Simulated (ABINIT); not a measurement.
# KMgH3 (Pm-3m): G0W0 in ABINIT against the exchange cutoff

Aim: move the exchange cutoff of a G0W0 run on KMgH3 (Pm-3m) over a wide range.

Program: ABINIT 10.8.3. Level of theory: LDA and many-body steps on it, plane waves. Results are calculated unless marked as measured.

## (1) The structure

The structure is cubic, space group Pm-3m (No. 221). The conventional cell has a = 4.025 Å, b = 4.025 Å, c = 4.025 Å, α = 90.00°, β = 90.00°, γ = 90.00°. Nearest to K lie 12 H at 2.85 Å. Nearest to Mg lie 6 H at 2.01 Å. Nearest to H lie 2 Mg at 2.01 Å and 8 H at 2.85 Å and 4 K at 2.85 Å. Farther neighbours are not listed.

The cell and positions come from the Crystallography Open Database and are kept as given unless a step says otherwise.

## (2) Screening, 2×2×2 mesh, 37 bands, screening to 106.1 eV

This step: ABINIT 10.8.3; RPA screening on LDA, plane waves, norm-conserving pseudopotentials.

The RPA dielectric matrix is built and inverted for each q.

File run.abi:

```
acell 3*1.0 Angstrom
rprim 
  4.025000000000 0.000000000000 0.000000000000
  0.000000000000 4.025000000000 0.000000000000
  0.000000000000 0.000000000000 4.025000000000
ntypat 3
znucl 19 12 1
natom 5
typat 1 2 3 3 3
xred 
  0.000000000000 0.000000000000 0.000000000000
  0.500000000000 0.500000000000 0.500000000000
  0.000000000000 0.500000000000 0.500000000000
  0.500000000000 0.000000000000 0.500000000000
  0.500000000000 0.500000000000 0.000000000000
pp_dirpath "pseudos"
pseudos "K.upf, Mg.upf, H.upf"
ecut 38
ngkpt 2 2 2
nshiftk 1
shiftk 0 0 0
kptopt 1
chksymbreak 0
istwfk *1
occopt 1
irdwfk 1
optdriver 3
nband 37
ecuteps 3.9
inclvkb 2
awtr 1
symchi 1
indata_prefix "in"
outdata_prefix "out"
tmpdata_prefix "tmp"
```

Command:

```
OMP_NUM_THREADS=1 mpirun -n 4 abinit run.abi > log
```

Output:

```text
.Version 10.8.3 of ABINIT. v10.8.2 released Aug 2026.

 Symmetries : space group Pm -3 m (#221); Bravais cP (primitive cubic)
[... echo of the input left out ...]
== DATASET  1 ==================================================================
-   mpi_nproc: 4, omp_nthreads: 1 (-1 if OMP is not activated)

--- !DatasetInfo
iteration_state: {dtset: 1, }
dimensions: {natom: 5, nkpt: 4, mband: 37, nsppol: 1, nspinor: 1, nspden: 1, mpw: 4950, }
cutoff_energies: {ecut:  38.0, pawecutdg:  -1.0, }
electrons: {nelect:   2.20000000E+01, charge:   0.00000000E+00, occopt:   1.00000000E+00, tsmear:   1.00000000E-02, }

 SCREENING: Calculation of the susceptibility and dielectric matrices

 Based on a program developped by R.W. Godby, V. Olevano, G. Onida, and L. Reining.
 Incorporated in ABINIT by V. Olevano, G.-M. Rignanese, and M. Torrent.
.Using double precision arithmetic ; gwpc =  8

[... cell and pseudopotentials left out ...]
--------------------------------------------------------------------------------

 ==== K-mesh for the wavefunctions ====
 Number of points in the irreducible wedge :     4
[... list of points left out ...]
 Together with 48 symmetry operations and time-reversal symmetry
 yields     8 points in the full Brillouin Zone.

 ==== Q-mesh for the screening function ====
 Number of points in the irreducible wedge :     4
[... list of points left out ...]
 Together with 48 symmetry operations and time-reversal symmetry
 yields     8 points in the full Brillouin Zone.

 setmesh: FFT mesh size selected  =    27x   27x   27
          total number of points  =        19683

 vcoul_init : cutoff-mode = AUXILIARY_FUNCTION
 q-points for optical limit:   1
     1)      0.000010    0.000020    0.000030

- screening: taking advantage of time-reversal symmetry
- Maximum band index for partially occupied states nbvw = 11
- Remaining bands to be divided among processors   nbcw = 26
- Number of bands treated by each node ~6

 Number of electrons calculated from density =   22.0000; Expected =   22.0000
 average of density, n =  0.049995
 r_s =    1.6839
 omega_plasma =   21.5685 [eV]

 calculating chi0 at frequencies [eV] :
  1    0.000000E+00    0.000000E+00
  2    0.000000E+00    2.156849E+01

--------------------------------------------------------------------------------
  q-point number  1        q = ( 0.000000, 0.000000, 0.000000) [r.l.u.]
--------------------------------------------------------------------------------
[... chi0 elements left out ...]
 For q-point:  0.000010 0.000020 0.000030
  dielectric constant =   4.3584
  dielectric constant without local fields =   4.9076

  Average fulfillment of the sum rule on Im[epsilon] for q-point    1 :     34.87  [%]
[... wings left out ...]
  q-point number  2        q = ( 0.500000, 0.000000, 0.000000) [r.l.u.]
--------------------------------------------------------------------------------
[... chi0 elements left out ...]
  Average fulfillment of the sum rule on Im[epsilon] for q-point    2 :     44.15  [%]

 [... 2 further q-points ...]
```

The job ended after 3.9 s (4 MPI ranks of Arm Neoverse V1, shared host; peak memory 0.48 GiB; 15 s of CPU time).

Numbers from this step:

* ε∞ with local fields, on this mesh, along the program's q direction: 4.358
* the same without local fields: 4.908
* plasma frequency: 21.57 eV
* plane waves in the screening matrix: 171

Local fields lower ε∞ by 11 %. On a Γ-centred mesh this coarse the value itself is usually too large, while a short band sum pulls it down.

## (3) 3.8 Ha

This step: G0W0 on LDA, plane waves, norm-conserving pseudopotentials.

run.abi, as its differences from that of step 2:

```diff
@@ -26,8 +26,19 @@
 irdwfk 1
-optdriver 3
+optdriver 4
 nband 37
+gwcalctyp 0
+ecutsigx 3.8
+symsigma 1
+nkptgw 3
+kptgw 
+  0.5000000000 0.0000000000 0.0000000000
+  0.5000000000 0.5000000000 0.5000000000
+  0.0000000000 0.0000000000 0.0000000000
+bdgw 
+  10 13
+  9 15
+  10 14
 ecuteps 3.9
-inclvkb 2
-awtr 1
-symchi 1
+irdscr 1
+ppmodel 1
 indata_prefix "in"
```

Output:

```text
.Version 10.8.3 of ABINIT. v10.8.2 released Aug 2026.

 Symmetries : space group Pm -3 m (#221); Bravais cP (primitive cubic)
[... echo of the input left out ...]
== DATASET  1 ==================================================================
-   mpi_nproc: 4, omp_nthreads: 1 (-1 if OMP is not activated)

--- !DatasetInfo
iteration_state: {dtset: 1, }
dimensions: {natom: 5, nkpt: 4, mband: 37, nsppol: 1, nspinor: 1, nspden: 1, mpw: 4950, }
cutoff_energies: {ecut:  38.0, pawecutdg:  -1.0, }
electrons: {nelect:   2.20000000E+01, charge:   0.00000000E+00, occopt:   1.00000000E+00, tsmear:   1.00000000E-02, }

 SIGMA: Calculation of the GW corrections

 Based on a program developped by R.W. Godby, V. Olevano, G. Onida, and L. Reining.
 Incorporated in ABINIT by V. Olevano, G.-M. Rignanese, and M. Torrent.
.Using double precision arithmetic ; gwpc =  8

[... cell and pseudopotentials left out ...]
--------------------------------------------------------------------------------

 ==== K-mesh for the wavefunctions ====
 Number of points in the irreducible wedge :     4
[... list of points left out ...]
 Together with 48 symmetry operations and time-reversal symmetry
 yields     8 points in the full Brillouin Zone.

 ==== Q-mesh for screening function ====
 Number of points in the irreducible wedge :     4
[... list of points left out ...]
 Together with 48 symmetry operations and time-reversal symmetry
 yields     8 points in the full Brillouin Zone.

 vcoul_init : cutoff-mode = AUXILIARY_FUNCTION
 q-points for optical limit:   1
     1)      0.000010    0.000020    0.000030
 setmesh: FFT mesh size selected  =    27x   27x   27
          total number of points  =        19683

 Number of electrons calculated from density =   22.0000; Expected =   22.0000
 average of density, n =  0.049995
 r_s =    1.6839
 omega_plasma =   21.5685 [eV]

 === KS Band Gaps ===
  >>>> For spin  1
   Minimum direct gap =   4.2158 [eV], located at k-point      :   0.5000  0.5000  0.5000
   Fundamental gap    =   2.0485 [eV], Top of valence bands at :   0.5000  0.0000  0.0000
                                       Bottom of conduction at :   0.5000  0.5000  0.5000
 SIGMA fundamental parameters:
 PLASMON POLE MODEL  1
 number of plane-waves for SigmaX                  171
 number of plane-waves for SigmaC and W            171
 number of plane-waves for wavefunctions          4945
 number of bands                                    37
 number of independent spin polarizations            1
 number of spinorial components                      1
 number of k-points in IBZ                           4
 number of q-points in IBZ                           4
 number of symmetry operations                      48
 number of k-points in BZ                            8
 number of q-points in BZ                            8
 number of frequencies for dSigma/dE                 9
 frequency step for dSigma/dE [eV]                0.25
 number of omega for Sigma on real axis              0
 max omega for Sigma on real axis  [eV]           0.00
 zcut for avoiding poles [eV]                     0.10

 EPSILON^-1 parameters (SCR file):
 dimension of the eps^-1 matrix on file            171
 dimension of the eps^-1 matrix used               171
 number of plane-waves for wavefunctions          4945
 number of bands                                    37
 number of q-points in IBZ                           4
 number of frequencies                               2
 number of real frequencies                          1
 number of imag frequencies                          1

 matrix elements of self-energy operator (all in [eV])

 Perturbative Calculation

--- !SelfEnergy_ee
iteration_state: {dtset: 1, }
kpoint     : [   0.500,    0.000,    0.000, ]
spin       : 1
KS_gap     :    5.054
QP_gap     :    7.853
Delta_QP_KS:    2.798
data: !SigmaeeData |
     Band     E0 <VxcDFT>   SigX SigC(E0)      Z dSigC/dE  Sig(E)    E-E0       E
       10  -1.018 -10.065 -13.414   2.656   0.777  -0.288 -10.603  -0.538  -1.556
       11   1.864 -11.059 -14.237   2.455   0.788  -0.269 -11.629  -0.571   1.293
       12   6.918  -9.618  -3.703  -3.198   0.820  -0.219  -7.390   2.228   9.146
       13   6.918  -9.618  -3.703  -3.198   0.820  -0.219  -7.390   2.228   9.146

--- !SelfEnergy_ee
iteration_state: {dtset: 1, }
kpoint     : [   0.500,    0.500,    0.500, ]
spin       : 1
KS_gap     :    4.216
QP_gap     :    6.987
Delta_QP_KS:    2.772
data: !SigmaeeData |
     Band     E0 <VxcDFT>   SigX SigC(E0)      Z dSigC/dE  Sig(E)    E-E0       E
        9  -0.303 -10.514 -13.906   2.687   0.779  -0.284 -11.063  -0.550  -0.853
       10  -0.303 -10.514 -13.906   2.687   0.779  -0.284 -11.063  -0.550  -0.853
[...]
--- !SelfEnergy_ee
iteration_state: {dtset: 1, }
kpoint     : [   0.000,    0.000,    0.000, ]
spin       : 1
KS_gap     :    5.981
QP_gap     :    8.513
Delta_QP_KS:    2.532
data: !SigmaeeData |
     Band     E0 <VxcDFT>   SigX SigC(E0)      Z dSigC/dE  Sig(E)    E-E0       E
[...]
12   7.350  -9.313  -3.582  -3.292   0.816  -0.225  -7.322   1.991   9.341
       13   7.350  -9.313  -3.582  -3.292   0.816  -0.225  -7.322   1.991   9.341
       14   7.350  -9.313  -3.582  -3.292   0.816  -0.225  -7.322   1.991   9.341

== END DATASET(S) ==============================================================
================================================================================

 -outvars: echo values of variables after computation  --------
           etotal      0.0000000000E+00
            nband          37
             nkpt           4
          spgroup         221
 [... the other variables as echoed above ...]

 Calculation completed.
```

Wall time 4 s (4 MPI ranks); peak memory 0.42 GiB.

Numbers from this step:

- G0W0 gap on the points computed: 4.841 eV
- starting gap on the mesh: 2.048 eV
- k of the valence top: 0.5, 0, 0
- k of the conduction bottom: 0.5, 0.5, 0.5
- Z at the valence top: 0.788
- Z at the conduction bottom: 0.821
- least direct G0W0 gap on the computed points: 6.987 eV

## (4) 7.6 Ha

run.abi, as its differences from that of step 3:

```diff
@@ -29,3 +29,3 @@
 gwcalctyp 0
-ecutsigx 3.8
+ecutsigx 7.6
 symsigma 1
```

Output:

```text
.Version 10.8.3 of ABINIT. v10.8.2 released Aug 2026.

 Symmetries : space group Pm -3 m (#221); Bravais cP (primitive cubic)
[... echo of the input left out ...]
== DATASET  1 ==================================================================
-   mpi_nproc: 4, omp_nthreads: 1 (-1 if OMP is not activated)

--- !DatasetInfo
iteration_state: {dtset: 1, }
dimensions: {natom: 5, nkpt: 4, mband: 37, nsppol: 1, nspinor: 1, nspden: 1, mpw: 4950, }
cutoff_energies: {ecut:  38.0, pawecutdg:  -1.0, }
electrons: {nelect:   2.20000000E+01, charge:   0.00000000E+00, occopt:   1.00000000E+00, tsmear:   1.00000000E-02, }

 SIGMA: Calculation of the GW corrections

 Based on a program developped by R.W. Godby, V. Olevano, G. Onida, and L. Reining.
 Incorporated in ABINIT by V. Olevano, G.-M. Rignanese, and M. Torrent.
.Using double precision arithmetic ; gwpc =  8

[... cell and pseudopotentials left out ...]
--------------------------------------------------------------------------------

 ==== K-mesh for the wavefunctions ====
 Number of points in the irreducible wedge :     4
[... list of points left out ...]
 Together with 48 symmetry operations and time-reversal symmetry
 yields     8 points in the full Brillouin Zone.

 ==== Q-mesh for screening function ====
 Number of points in the irreducible wedge :     4
[... list of points left out ...]
 Together with 48 symmetry operations and time-reversal symmetry
 yields     8 points in the full Brillouin Zone.

 vcoul_init : cutoff-mode = AUXILIARY_FUNCTION
 q-points for optical limit:   1
     1)      0.000010    0.000020    0.000030
 setmesh: FFT mesh size selected  =    32x   32x   32
          total number of points  =        32768

 Number of electrons calculated from density =   22.0000; Expected =   22.0000
[...]
number of plane-waves for wavefunctions          4945
 number of bands                                    37
 number of q-points in IBZ                           4
 number of frequencies                               2
 number of real frequencies                          1
 number of imag frequencies                          1

 matrix elements of self-energy operator (all in [eV])

 Perturbative Calculation

--- !SelfEnergy_ee
iteration_state: {dtset: 1, }
kpoint     : [   0.500,    0.000,    0.000, ]
spin       : 1
KS_gap     :    5.054
QP_gap     :    7.684
Delta_QP_KS:    2.629
data: !SigmaeeData |
     Band     E0 <VxcDFT>   SigX SigC(E0)      Z dSigC/dE  Sig(E)    E-E0       E
       10  -1.018 -10.065 -13.555   2.656   0.777  -0.288 -10.713  -0.648  -1.666
       11   1.864 -11.059 -14.306   2.455   0.788  -0.269 -11.683  -0.625   1.239
       12   6.918  -9.618  -3.976  -3.198   0.820  -0.219  -7.614   2.004   8.923
[...]
--- !SelfEnergy_ee
iteration_state: {dtset: 1, }
kpoint     : [   0.500,    0.500,    0.500, ]
spin       : 1
KS_gap     :    4.216
QP_gap     :    6.730
Delta_QP_KS:    2.514
data: !SigmaeeData |
     Band     E0 <VxcDFT>   SigX SigC(E0)      Z dSigC/dE  Sig(E)    E-E0       E
[...]
--- !SelfEnergy_ee
iteration_state: {dtset: 1, }
kpoint     : [   0.000,    0.000,    0.000, ]
spin       : 1
KS_gap     :    5.981
QP_gap     :    8.347
Delta_QP_KS:    2.366
data: !SigmaeeData |
     Band     E0 <VxcDFT>   SigX SigC(E0)      Z dSigC/dE  Sig(E)    E-E0       E
[...]
13   7.350  -9.313  -3.856  -3.292   0.816  -0.225  -7.545   1.768   9.118
       14   7.350  -9.313  -3.856  -3.292   0.816  -0.225  -7.545   1.768   9.118

== END DATASET(S) ==============================================================
================================================================================

 -outvars: echo values of variables after computation  --------
           etotal      0.0000000000E+00
            nband          37
             nkpt           4
          spgroup         221
 [... the other variables as echoed above ...]

 Calculation completed.
```

Elapsed: 4.1 s, on 4 MPI ranks; peak memory 0.45 GiB.

This step gave:

```
G0W0 gap on the points computed              : 4.534 eV
starting gap on the mesh                     : 2.048 eV
k of the valence top                         : 0.5, 0, 0
k of the conduction bottom                   : 0.5, 0.5, 0.5
Z at the valence top                         : 0.788
Z at the conduction bottom                   : 0.821
least direct G0W0 gap on the computed points : 6.730 eV
```

[end of part 1 of 2]

[Paths, hosts, dates, memory and timing lines, banners, echoed tables and standing remarks are left out of the program output.]

[Logs are printed without paths, hosts, clocks, repeated set-up lines and the standing remarks that a program may print on its own settings, such as how far it seeks lower states.]

[Runs of the session that timed out or met a known fault of the program may be left out.]

[Hosts, paths, dates, database ids (printed as entryN), source tags and the programs' standing remarks are cut or masked in the printed files.]

[G0W0 gaps are taken among the corrected bands and points alone; a level outside them can change the order at an edge.]

[Where Ansatz stands beside ABINIT at settings called matched, ABINIT's density can come from a denser mesh and the files from another edition; pairs whose starting gaps differed by over 0.03 eV were left out, so agreement reads better than it is.]
